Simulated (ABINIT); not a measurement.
**Quasiparticle gap of SiO2 (P3_221) in ABINIT**

Aim: the G0W0 gap of SiO2 (P3_221) on PBE, step by step.

Main program and level: ABINIT 10.8.3; PBE and many-body steps on it, plane waves.

## 1. Set-up

The structure is trigonal, space group P3_221 (No. 154). The conventional cell has a = 4.916 Å, b = 4.916 Å, c = 5.408 Å, α = 90.00°, β = 90.00°, γ = 120.00°. Si has 4 O at 1.61 Å nearest. Nearest to O lie 2 Si at 1.61 Å. Farther neighbours and most contacts between anions are not listed.

The cell and positions come from the Crystallography Open Database and are kept as given unless a step says otherwise.

## 2. Ground state

This step: ABINIT 10.8.3; DFT, PBE, plane waves, norm-conserving pseudopotentials.

The ground-state density comes first.

run.abi

```
acell 3*1.0 Angstrom
rprim 
  4.916359999971 0.000000000007 0.000000000000
  -2.458179999991 4.257692654122 0.000000000000
  0.000000000000 0.000000000000 5.408400000000
ntypat 2
znucl 14 8
natom 9
typat 1 1 1 2 2 2 2 2 2
xred 
  0.469730000000 0.000000000000 0.666666666667
  0.000000000000 0.469730000000 0.333333333333
  0.530270000000 0.530270000000 -0.000000000000
  0.413540000000 0.267580000000 0.785580000000
  0.732420000000 0.145960000000 0.452246666667
  0.854040000000 0.586460000000 0.118913333333
  0.267580000000 0.413540000000 0.214420000000
  0.145960000000 0.732420000000 0.547753333333
  0.586460000000 0.854040000000 0.881086666667
pp_dirpath "pseudos"
pseudos "Si.upf, O.upf"
ecut 36
ngkpt 6 6 4
nshiftk 1
shiftk 0 0 0
kptopt 1
chksymbreak 0
nband 32
occopt 1
tolvrs 1e-10
nstep 60
prtwf 0
optforces 0
optstress 0
indata_prefix "in"
outdata_prefix "out"
tmpdata_prefix "tmp"
```

Command:

```
$ OMP_NUM_THREADS=1 mpirun -n 4 abinit run.abi > log
```

Numbers of over 12 decimals in the logs are rounded to 6 here.

What it wrote:

```text
.Version 10.8.3 of ABINIT. v10.8.2 released Aug 2026.

 Symmetries : space group P3_2 2 1 (#154); Bravais hP (primitive hexag.)
================================================================================
 Values of the parameters that define the memory need of the present run
     intxc =       0    ionmov =       0      iscf =       7    lmnmax =       6
     lnmax =       6     mgfft =      60  mpssoang =       3    mqgrid =    3001
     natom =       9  nloc_mem =       1    nspden =       1   nspinor =       1
    nsppol =       1      nsym =       6    n1xccc =    2501    ntypat =       2
    occopt =       1   xclevel =       2
-    mband =          32        mffmem =           1         mkmem =           6
       mpw =        7924          nfft =      174960          nkpt =          24
================================================================================
  Rough estimation (10% accuracy) of disk space for files :
================================================================================

--------------------------------------------------------------------------------
------------- Echo of variables that govern the present computation ------------
--------------------------------------------------------------------------------
 -outvars: echo values of preprocessed input variables --------
            acell      1.8897261259E+00  1.8897261259E+00  1.8897261259E+00 Bohr

      chksymbreak           0
             ecut      3.60000000E+01 Hartree
-          fftalg         312

              ixc     -101130
              kpt      0.00000000E+00  0.00000000E+00  0.00000000E+00
                       1.66666667E-01  0.00000000E+00  0.00000000E+00
                       3.33333333E-01  0.00000000E+00  0.00000000E+00
                       5.00000000E-01  0.00000000E+00  0.00000000E+00
                       1.66666667E-01  1.66666667E-01  0.00000000E+00
                       3.33333333E-01  1.66666667E-01  0.00000000E+00
                       3.33333333E-01  3.33333333E-01  0.00000000E+00
                       0.00000000E+00  0.00000000E+00  2.50000000E-01
                       1.66666667E-01  0.00000000E+00  2.50000000E-01
   [... 13 further rows ...]
                       3.33333333E-01  1.66666667E-01  5.00000000E-01
                       3.33333333E-01  3.33333333E-01  5.00000000E-01
         kptrlatt        6    0    0      0    6    0      0    0    4
          kptrlen      4.08815791E+01
P           mkmem           6
            natom           9
            nband          32
            ngfft          54      54      60
             nkpt          24
            nstep          60
             nsym           6
           ntypat           2
              occ      2.000000  2.000000  2.000000  2.000000  2.000000  2.000000
                       2.000000  2.000000  2.000000  2.000000  2.000000  2.000000
                       2.000000  2.000000  2.000000  2.000000  2.000000  2.000000
                       2.000000  2.000000  2.000000  2.000000  2.000000  2.000000
                       0.000000  0.000000  0.000000  0.000000  0.000000  0.000000
                       0.000000  0.000000
        optforces           0
        optstress           0
            prtwf           0
            rprim      4.9163600000E+00  7.0000000000E-12  0.0000000000E+00
[...]
spgroup         154

           tolvrs      1.00000000E-10

             xred      4.6973000000E-01  7.4014868308E-17  6.6666666667E-01
[...]
znucl       14.00000    8.00000

================================================================================

 chkinp: Checking input parameters for consistency.

================================================================================
== DATASET  1 ==================================================================
-   mpi_nproc: 4, omp_nthreads: 1 (-1 if OMP is not activated)

--- !DatasetInfo
iteration_state: {dtset: 1, }
dimensions: {natom: 9, nkpt: 24, mband: 32, nsppol: 1, nspinor: 1, nspden: 1, mpw: 7924, }
cutoff_energies: {ecut:  36.0, pawecutdg:  -1.0, }
electrons: {nelect:   4.80000000E+01, charge:   0.00000000E+00, occopt:   1.00000000E+00, tsmear:   1.00000000E-02, }

 Real(R)+Recip(G) space primitive vectors, cartesian coordinates (Bohr,Bohr^-1):
 R(1)=  9.2905739  0.0000000  0.0000000  G(1)=  0.1076360  0.0621437  0.0000000
 R(2)= -4.6452870  8.0458730  0.0000000  G(2)=  0.0000000  0.1242873  0.0000000
 R(3)=  0.0000000  0.0000000 10.2203948  G(3)=  0.0000000  0.0000000  0.0978436
 Unit cell volume ucvol=  7.6398247E+02 bohr^3
 Angles (23,13,12)=  9.00000000E+01  9.00000000E+01  1.20000000E+02 degrees

 getcut: wavevector=  0.0000  0.0000  0.0000  ngfft=  54  54  60
         ecut(hartree)=     36.000   => boxcut(ratio)=   2.15246

--- Pseudopotential description ------------------------------------------------
- Si Generated using ONCVPSP code by D. R. Hamann
- 14.00000   4.00000  171031                  znucl, zion, pspdat
12 -101130 2 -1 1510                          pspcod,pspxc,lmax,lloc,mmax
     nproj     2     2     2
  pspatm : epsatm=    9.34321561
         --- l  ekb(1:nproj) -->
[...]
pspatm: atomic psp has been read  and splines computed

- O Generated using ONCVPSP code by D. R. Hamann
-  8.00000   6.00000  171031                  znucl, zion, pspdat
12 -101130 2 -1 936                           pspcod,pspxc,lmax,lloc,mmax
     nproj     2     2     1
  pspatm : epsatm=    6.19545534
         --- l  ekb(1:nproj) -->
[...]
2   -1.331955
 pspatm: atomic psp has been read  and splines computed

   3.12971419E+03                                ecore*ucvol(ha*bohr**3)
--------------------------------------------------------------------------------

_setup2: Arith. and geom. avg. npw (full set) are    7883.438    7883.429

================================================================================

--- !BeginCycle
iteration_state: {dtset: 1, }
solver: {iscf: 7, nstep: 60, nline: 4, wfoptalg: 0, }
tolerances: {tolvrs: 1.00E-10, }

     iter   Etot(hartree)      deltaE(h)  residm     vres2
 ETOT  1  -111.70775996248    -1.117E+02 1.053E-01 1.562E+03
 ETOT  2  -111.87247782886    -1.647E-01 7.683E-03 1.280E+03
 ETOT  3  -112.35303658518    -4.806E-01 7.466E-03 5.565E+00
 ETOT  4  -112.35540970170    -2.373E-03 3.071E-03 5.078E-02
 ETOT  5  -112.35541686125    -7.160E-06 1.219E-03 3.013E-03
 ETOT  6  -112.35541705551    -1.943E-07 1.601E-03 1.820E-04
 ETOT  7  -112.35541706561    -1.009E-08 4.287E-04 2.316E-05
 ETOT  8  -112.35541706673    -1.123E-09 8.295E-04 1.619E-06
 ETOT  9  -112.35541706681    -8.100E-11 2.394E-04 5.134E-08
 ETOT 10  -112.35541706681    -2.217E-12 3.597E-04 2.169E-09
 ETOT 11  -112.35541706681     2.984E-12 1.083E-04 8.834E-11

 At SCF step   11       vres2   =  8.83E-11 < tolvrs=  1.00E-10 =>converged.

--- !ResultsGS
iteration_state: {dtset: 1, }
comment   : Summary of ground state results
lattice_vectors:
- [  9.2905739,   0.0000000,   0.0000000, ]
- [ -4.6452870,   8.0458730,   0.0000000, ]
- [  0.0000000,   0.0000000,  10.2203948, ]
lattice_lengths: [   9.29057,    9.29057,   10.22039, ]
lattice_angles: [ 90.000,  90.000, 120.000, ] # degrees, (23, 13, 12)
lattice_volume:   7.6398247E+02
convergence: {deltae:  2.984E-12, res2:  8.834E-11, residm:  1.083E-04, diffor:  0.000E+00, }
etotal    :  -1.12355417E+02
entropy   :   0.00000000E+00
fermie    :   7.22210299E-03
cartesian_stress_tensor: null
pressure_GPa: null
xred      :
- [  4.6973E-01,   7.4015E-17,   6.6667E-01, Si]
- [  1.6639E-18,   4.6973E-01,   3.3333E-01, Si]
- [  5.3027E-01,   5.3027E-01,   9.2519E-18, Si]
- [  4.1354E-01,   2.6758E-01,   7.8558E-01,  O]
- [  7.3242E-01,   1.4596E-01,   4.5225E-01,  O]
- [  8.5404E-01,   5.8646E-01,   1.1891E-01,  O]
- [  2.6758E-01,   4.1354E-01,   2.1442E-01,  O]
- [  1.4596E-01,   7.3242E-01,   5.4775E-01,  O]
- [  5.8646E-01,   8.5404E-01,   8.8109E-01,  O]
cartesian_forces: null
force_length_stats: {min: null, max: null, mean: null, }

 Integrated electronic density in atomic spheres:
 ------------------------------------------------
 Atom  Sphere_radius  Integrated_density
[...]
================================================================================

 ----iterations are completed or convergence reached----

 Mean square residual over all n,k,spin=   71.552E-08; max=  10.826E-05
 reduced coordinates (array xred) for    9 atoms
[...]
0.732420000000      0.145960000000      0.452246666667
       0.854040000000      0.586460000000      0.118913333333
       0.267580000000      0.413540000000      0.214420000000
       0.145960000000      0.732420000000      0.547753333333
       0.586460000000      0.854040000000      0.881086666667
 rms dE/dt=  0.0000E+00; max dE/dt=  0.0000E+00; dE/dt below (all hartree)
    1       0.000000000000      0.000000000000      0.000000000000
    2       0.000000000000      0.000000000000      0.000000000000
    3       0.000000000000      0.000000000000      0.000000000000
    4       0.000000000000      0.000000000000      0.000000000000
    5       0.000000000000      0.000000000000      0.000000000000
    6       0.000000000000      0.000000000000      0.000000000000
    7       0.000000000000      0.000000000000      0.000000000000
    8       0.000000000000      0.000000000000      0.000000000000
    9       0.000000000000      0.000000000000      0.000000000000

 cartesian coordinates (angstrom) at end:
    1      2.309362     3.29e-12     3.605600
[...]
5      3.242044     0.621453     2.445931
    6      2.757144     2.496966     0.643131
    7      0.298964     1.760726     1.159669
    8     -1.082828     3.118419     2.962469
    9      0.783864     3.636240     4.765269
 length scales=  1.889726125908  1.889726125908  1.889726125908 bohr
              =  1.000000000000  1.000000000000  1.000000000000 angstroms
 prteigrs : about to open file out_EIG
 Fermi (or HOMO) energy (hartree) =   0.00722   Average Vxc (hartree)=  -0.33657
 Eigenvalues (hartree) for nkpt=  24  k points:
 kpt#   1, nband= 32, wtk=  0.00694, kpt=  0.0000  0.0000  0.0000 (reduced coord)
  -0.70406   -0.64788   -0.64788   -0.62422   -0.62303   -0.62303   -0.29529   -0.29529
  -0.19193   -0.19157   -0.18494   -0.18494   -0.10033   -0.10033   -0.09177   -0.08242
  -0.04761   -0.04761   -0.04668   -0.02946   -0.02946   -0.01788   -0.00436   -0.00436
   0.22885    0.35003    0.35003    0.36678    0.36678    0.41224    0.43553    0.45741
 prteigrs : prtvol=0 or 1, do not print more k-points.

--- !EnergyTerms
iteration_state     : {dtset: 1, }
comment             : Components of total free energy in Hartree
kinetic             :  7.35478190632645E+01
hartree             :  3.87035673064576E+01
xc                  : -3.03774863934743E+01
Ewald energy        : -6.94671569356594E+01
psp_core            :  4.09657855812079E+00
local_psp           : -1.13976247789052E+02
non_local_psp       : -1.48824908764666E+01
total_energy        : -1.12355417066810E+02
total_energy_eV     : -3.05734665063324E+03
band_energy         : -1.16529758247706E+01

== END DATASET(S) ==============================================================
================================================================================

 -outvars: echo values of variables after computation  --------
           etotal     -1.1235541707E+02
            nband          32
             nkpt          24
          spgroup         154
 [... the other variables as echoed above ...]

 Calculation completed.
```

Elapsed: 72 s, on 4 MPI ranks of Arm Neoverse V2, shared host; peak memory 0.48 GiB.

Numbers from this step:

```
total energy               : -3057.3467 eV
gap                        : 6.031 eV
k of the valence top       : 0.3333, 0.3333, 0
k of the conduction bottom : 0, 0, 0
least direct gap           : 6.346 eV
```

The gap is indirect, with the least direct gap 0.32 eV higher.

(Continued in part 2 of 3.)

[Paths, hosts, dates, memory and timing lines, banners, echoed tables and standing remarks are left out of the program output.]

[Logs are printed without paths, hosts, clocks, repeated set-up lines and the standing remarks that a program may print on its own settings, such as how far it seeks lower states.]

[Runs of the session that timed out or met a known fault of the program may be left out.]

[Hosts, paths, dates, database ids (printed as entryN), source tags and the programs' standing remarks are cut or masked in the printed files.]

[G0W0 gaps are taken among the corrected bands and points alone; a level outside them can change the order at an edge.]

[Where Ansatz stands beside ABINIT at settings called matched, ABINIT's density can come from a denser mesh and the files from another edition; pairs whose starting gaps differed by over 0.03 eV were left out, so agreement reads better than it is.]
